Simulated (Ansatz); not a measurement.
# F on Ta(110): change of the work function, part 3 of 3

How does F on the hollow site change the work function of Ta(110) as the layer fills?

Ansatz 0.2.0; plane-wave DFT, PBE, Ansatz PAW.

So far, work function, upper face (eV): step 2 (the clean slab) 4.77; step 3 (17 atoms, coverage 0.25 ML, cell 2x2) 4.51.

## 4. Adsorbate added, k-mesh 12×12×1, coverage 1 ML

System of this step: Ta4F (F/Ta(110)). The cell holds 5 atoms: 4 Ta and 1 F. Its edges and angles: a = 2.867 Å, b = 2.867 Å, c = 26.646 Å, α = 90.0°, β = 90.0°, γ = 70.5°. Vacuum lies along c.

Another coverage, to see how the dipoles act on each other as their distance changes.

Contents of input.yaml:

```yaml
crystal:
  lattice:
    - [2.3405234457, -1.655, 0.0]
    - [2.3405234457, 1.655, 0.0]
    - [0.0, 0.0, 26.6455904908]
  atoms:
    - { symbol: Ta, position: [0.0, 0.0, 0.3377669563] }
    - { symbol: Ta, position: [0.5, 0.5, 0.4256060098] }
    - { symbol: Ta, position: [0.0, 0.0, 0.5135350673] }
    - { symbol: Ta, position: [0.5, 0.5, 0.597952486] }
    - { symbol: F, position: [0.84, 0.84, 0.6622330437] }
kpoints:
  mp_grid: { grid: [12, 12, 1] }
hamiltonian:
  xc: pbe
scf:
  occupations: { method: fermi_dirac, width: 0.1 }
  convergence: { dr2_threshold: 1.0e-08 }
efield:
  axis: 3
  dipole_correction: true
  ramp_position: 0.97
  ramp_width: 0.06
relax:
  f_tol: 0.02
  max_steps: 60
  constraints: [{ sites: [0, 1] }]
output:
  write_potential: true
  write_density: true
  volumetric_format: npy
```

On the command line:

```
ansatz run input.yaml --threads 4 --pin off --max-ram 6144MiB --backend cpu --events-out ev --progress --plain --runs-dir out
```

Numbers of over 12 decimals in the logs are rounded to 6 here.

Output:

```text
[...]
Crystal: 5 atoms, lattice volume = 206.427 Å³
Basis set: ecut = 420 eV, 4051 PW (Γ), exchange–correlation on 40×40×360 points (8 copies of the dense FFT grid, shifted against one another)
Bands: 36, of which v1, the nominal top of the filled ones, is band 30 counted from 1 (29 counted from 0)
Symmetry: 2 space group operations
[...]
k-points: 43 of 144 (time reversal used)
[...]
SCF iter   1: F=—  HF=-40536.649046 eV  |F-HF|=—  |Δ(HF+E_count)|=         —  Δρ=9.67e-3  dr2=5.39e0  ethr=1.77e-3  p=-0.082 e·Å  D=-7.17e-2 V/Å  ΔV_dip=1.91 eV  dr2_dipole=1.31e0  V_vac-E_F(+/−)=7.09/5.18 eV  ⟨swp⟩=8.7  Hψ=8088  notcnv=0
[...]
SCF iter   9: F=-40536.528128 eV  HF=-40536.528128 eV  |F-HF|=1.15e-8  |Δ(HF+E_count)|=   5.27e-8  Δρ=9.66e-7  dr2=3.31e-9  ethr=1.69e-11  p=-0.085 e·Å  D=-7.47e-2 V/Å  ΔV_dip=1.99 eV  dr2_dipole=9.52e-11  V_vac-E_F(+/−)=6.77/4.78 eV  ⟨swp⟩=11.2  Hψ=11527  notcnv=0
SCF 1 converged in 9 iterations: F = -40536.528128 eV  dr2 = 3.31e-9
[...]
relax step   1: F+E_penalty+E_count = -40536.52812764 eV  Δ(F+E_penalty+E_count) = +0.000e0 eV  max|allowed force component| = 2.823e0 eV/Å  Δτ_max = 0.0000 Å  (9 SCF iters, accepted)
[...]
SCF iter   1: F=—  HF=-40537.077933 eV  |F-HF|=—  |Δ(HF+E_count)|=         —  Δρ=1.31e-2  dr2=2.16e0  ethr=3.10e-3  p=-0.085 e·Å  D=-7.47e-2 V/Å  ΔV_dip=1.99 eV  dr2_dipole=9.43e-1  V_vac-E_F(+/−)=6.68/4.69 eV  ⟨swp⟩=6.8  Hψ=4927  notcnv=0  defer=1
[...]
SCF iter   9: F=-40536.807072 eV  HF=-40536.807072 eV  |F-HF|=1.01e-8  |Δ(HF+E_count)|=   8.15e-8  Δρ=7.58e-7  dr2=2.24e-9  ethr=1.69e-11  p=0.039 e·Å  D=3.42e-2 V/Å  ΔV_dip=-0.91 eV  dr2_dipole=1.02e-10  V_vac-E_F(+/−)=3.87/4.78 eV  ⟨swp⟩=10.8  Hψ=11390  notcnv=0
SCF 2 converged in 9 iterations: F = -40536.807072 eV  dr2 = 2.24e-9
relax step   2: F+E_penalty+E_count = -40536.80707201 eV  Δ(F+E_penalty+E_count) = -2.789e-1 eV  max|allowed force component| = 2.017e0 eV/Å  Δτ_max = 0.1947 Å  (9 SCF iters, accepted)
[...]
SCF iter   9: F=-40536.897336 eV  HF=-40536.897336 eV  |F-HF|=1.89e-8  |Δ(HF+E_count)|=   5.24e-8  Δρ=9.76e-7  dr2=3.17e-9  ethr=1.69e-11  p=0.008 e·Å  D=7.38e-3 V/Å  ΔV_dip=-0.20 eV  dr2_dipole=3.58e-11  V_vac-E_F(+/−)=4.58/4.78 eV  ⟨swp⟩=10.6  Hψ=11540  notcnv=0
SCF 3 converged in 9 iterations: F = -40536.897336 eV  dr2 = 3.17e-9
relax step   3: F+E_penalty+E_count = -40536.89733633 eV  Δ(F+E_penalty+E_count) = -9.026e-2 eV  max|allowed force component| = 4.419e-1 eV/Å  Δτ_max = 0.1902 Å  (9 SCF iters, accepted)
[...]
relax step   4: F+E_penalty+E_count = -40536.91267922 eV  Δ(F+E_penalty+E_count) = -1.534e-2 eV  max|allowed force component| = 1.311e-1 eV/Å  Δτ_max = 0.0966 Å  (8 SCF iters, accepted)
[...]
relax step   5: F+E_penalty+E_count = -40536.91380917 eV  Δ(F+E_penalty+E_count) = -1.130e-3 eV  max|allowed force component| = 1.007e-1 eV/Å  Δτ_max = 0.0662 Å  (7 SCF iters, accepted)
SCF iter   1: F=—  HF=-40536.915856 eV  |F-HF|=—  |Δ(HF+E_count)|=         —  Δρ=1.14e-3  dr2=2.44e-3  ethr=5.12e-5  p=0.006 e·Å  D=4.86e-3 V/Å  ΔV_dip=-0.13 eV  dr2_dipole=3.11e-6  V_vac-E_F(+/−)=4.65/4.78 eV  ⟨swp⟩=2.4  Hψ=3147  notcnv=0  defer=2
[...]
SCF iter   7: F=-40536.915350 eV  HF=-40536.915350 eV  |F-HF|=1.20e-8  |Δ(HF+E_count)|=   4.94e-8  Δρ=9.45e-7  dr2=1.10e-9  ethr=1.69e-11  p=0.006 e·Å  D=4.96e-3 V/Å  ΔV_dip=-0.13 eV  dr2_dipole=1.42e-11  V_vac-E_F(+/−)=4.65/4.78 eV  ⟨swp⟩=10.5  Hψ=11292  notcnv=0
SCF 6 converged in 7 iterations: F = -40536.915350 eV  dr2 = 1.10e-9
relax step   6: F+E_penalty+E_count = -40536.91535035 eV  Δ(F+E_penalty+E_count) = -1.541e-3 eV  max|allowed force component| = 1.226e-2 eV/Å  Δτ_max = 0.0180 Å  (7 SCF iters, accepted)
[...]
SCF converged after 7 iterations
Free energy (F): -40536.915350 eV
[...]
Internal energy: -40536.764054 eV  (E = F + TS)
E sigma→0 (E₀):  -40536.839702 eV
Entropy (-TS):   -0.151297 eV (-30.259 meV/atom)
Fermi energy:    4.068972 eV
Dipole field:    D = 0.004950 V/Å  (p = 0.005647 e·Å, saw-weighted, corrected)
Work function:   Φ+ = 4.6504 eV   Φ− = 4.7822 eV
[...]
--- Forces (eV/Å), atoms counted from 1 ---
  atom   1  Ta     0.01825151    -0.00000000     0.33788172
  atom   2  Ta    -0.01657860     0.00000000    -0.33550931
  atom   3  Ta    -0.00157628     0.00000000    -0.00316811
  atom   4  Ta    -0.01225512    -0.00000000    -0.00120553
  atom   5  F      0.01216071    -0.00000000     0.00201293
  max |Σ_I F_I| component: 1.17e-5 eV/Å
--- Band table (eV; the first three rows and the last of 43) ---
  k-point 0: bands = [... 26 lower, 3.6812, 3.6910, 4.0719, 4.4510, 4.6044, 4.7964, 5.1432, 6.2989, ... 2 higher]
  k-point 1: bands = [... 26 lower, 3.6113, 3.6890, 3.9537, 4.3815, 4.5471, 4.7027, 5.2165, 6.2966, ... 2 higher]
  k-point 2: bands = [... 26 lower, 3.3714, 3.5583, 3.7782, 4.0356, 4.0938, 5.1573, 5.3787, 6.2888, ... 2 higher]
  k-point 42: bands = [... 26 lower, 3.0035, 3.5975, 4.4006, 5.6971, 6.0565, 6.6518, 6.7134, 6.9369, ... 2 higher]
--- Relaxed structure (6 steps of the walk, 6 accepted, 0 SCFs on fresh bases) ---
  F+E_penalty+E_count = -40536.91535035 eV   max|allowed force component| = 1.226e-2 eV/Å
  atoms:
    - { symbol: Ta, position: [0.0, 0.0, 0.337767] }
    - { symbol: Ta, position: [0.500000, 0.500000, 0.425606] }
    - { symbol: Ta, position: [-0.00144132, -0.00144132, 0.513294] }
    - { symbol: Ta, position: [0.508022, 0.508022, 0.599864] }
    - { symbol: F, position: [0.856360, 0.856360, 0.653726] }
```

It took 39 s on 4 threads of Arm Neoverse V1, shared host; peak memory 0.61 GiB; 2.5 min of CPU time.

The steps of the relaxation:

```
step  energy less that of the first step (eV)  largest force component (eV/Å)
   1                                   0.0000                          2.8232
   2                                  -0.2789                          2.0174
   3                                  -0.3692                          0.4419
   4                                  -0.3846                          0.1311
   5                                  -0.3857                          0.1007
   6                                  -0.3872                          0.0123
```

Forces are held to the 2 operations that the run works with; a distortion that breaks them can't arise in this run.

The atoms that moved most (Å):

```
atom      dx     dy      dz  length
  F5   0.077  0.000  -0.227   0.239
 Ta4   0.038  0.000   0.051   0.063
 Ta3  -0.007  0.000  -0.006   0.009
```

Final coordinates:

```
Ta F
1.0
     2.34052   -1.65500    0.00000
     2.34052    1.65500    0.00000
     0.00000    0.00000   26.64559
Ta F
4 1
Direct
  0.00000 0.00000 0.33777
  0.50000 0.50000 0.42561
  0.99856 0.99856 0.51329
  0.50802 0.50802 0.59986
  0.85636 0.85636 0.65373
```

Numbers from this step:

* energy at zero smearing: -40536.8397 eV
* work function, upper face: 4.650 eV
* work function, lower face: 4.782 eV
* dipole along the normal: 0.005647 e·Å
* step between the vacuum levels: -0.1318 eV

Running mean over 2.341 Å of the planar mean; the ramp of the sawtooth is left out. Table of electron's electrostatic potential energy less the Fermi level by z:

```
z (Å)  electron's electrostatic potential energy less the Fermi level (eV)
  3.5                                                                 4.78
  4.0                                                                 4.78
  4.5                                                                 4.78
  5.0                                                                 4.76
  5.5                                                                 4.72
  6.0                                                                 4.59
  6.5                                                                 4.19
  7.0                                                                 2.94
  7.5                                                               -0.261
  8.0                                                                -5.20
  8.5                                                                -8.88
  9.0                                                                -10.1
  9.5                                                                -10.2
 10.0                                                                -10.1
 10.5                                                                -10.0
 11.0                                                                -9.98
 11.5                                                                -9.96
 12.0                                                                -9.95
 12.5                                                                -9.94
 13.0                                                                -9.92
 13.5                                                                -9.91
 14.0                                                               -10.00
 14.5                                                                -10.2
 15.0                                                                -10.5
 15.5                                                                -10.7
 16.0                                                                -11.5
 16.5                                                                -12.0
 17.0                                                                -8.94
 17.5                                                                -3.93
 18.0                                                               -0.453
 18.5                                                                 2.08
 19.0                                                                 4.06
 19.5                                                                 4.58
 20.0                                                                 4.64
 20.5                                                                 4.65
 21.0                                                                 4.65
 21.5                                                                 4.65
 22.0                                                                 4.65
 22.5                                                                 4.65
 23.0                                                                 4.65
 23.5                                                                 4.65
```

The relaxation took 6 steps and lowered the energy by 0.39 eV; the largest force on the free atoms ends at 0.012 eV/Å.

The covered face has 4.65 eV, -0.12 eV against the clean one; the bare back face has moved by -0.04 eV, a measure of how thin the slab is.

## 5. Work function against coverage

This step: plane-wave DFT, PBE, Ansatz PAW; work function against coverage (Ansatz 0.2.0).

The runs are now put side by side.

This step gave:

```
work function of the clean face     : 4.767 eV
largest change of the work function : -0.2594 eV
```

Work function of the covered face against coverage:

```
coverage (adsorbates/nm²)  work function of the covered face (eV)
                     0.00                                    4.77
                     3.23                                    4.51
                    12.91                                    4.65
```

The dipole per adsorbate comes from the change of the cell's dipole. Coverage, by row:

```
coverage (1/nm²)  coverage (ML)  work function (eV)  change (eV)  dipole per adsorbate, positive end outwards (debye)  mean height of the added atoms over the highest substrate atom (Å)
           3.227           0.25               4.507      -0.2594                                                0.205                                                               1.356
           12.91              1                4.65      -0.1165                                                0.017                                                               1.435
```

## 6. Results

```yaml
work_function_of_the_clean_face: 4.77 eV
work_function_at_0p25_ml: 4.51 eV
work_function_at_1_ml: 4.65 eV
dipole_per_adsorbate_at_0p25_ml_positive_end_outwards: 0.20 D
```

What this shows: F lowers the work function of Ta(110) at the lowest coverage, by 0.26 eV: the adsorbate layer has its positive end outwards. An electronegative adsorbate that lowers the work function shows that charge transfer alone doesn't fix the sign: the pushed-back electron tail of the metal and the adsorbate's own polarisation count too. The slab has 4 layers, at the tabulated experimental lattice constant, one starting site was run, and quantum-size effects of a slab this thin can reach one or two tenths of an eV.

[Logs are printed without paths, hosts, clocks, repeated set-up lines and the standing remarks that a program may print on its own settings, such as how far it seeks lower states.]

[Hosts, paths, dates, database ids (printed as entryN), source tags and the programs' standing remarks are cut or masked in the printed files.]

[Maps of the electrostatic potential energy from Ansatz leave out the sawtooth potential of an applied field or a dipole correction, so their vacuum need not be flat; planar profiles and work functions include it.]
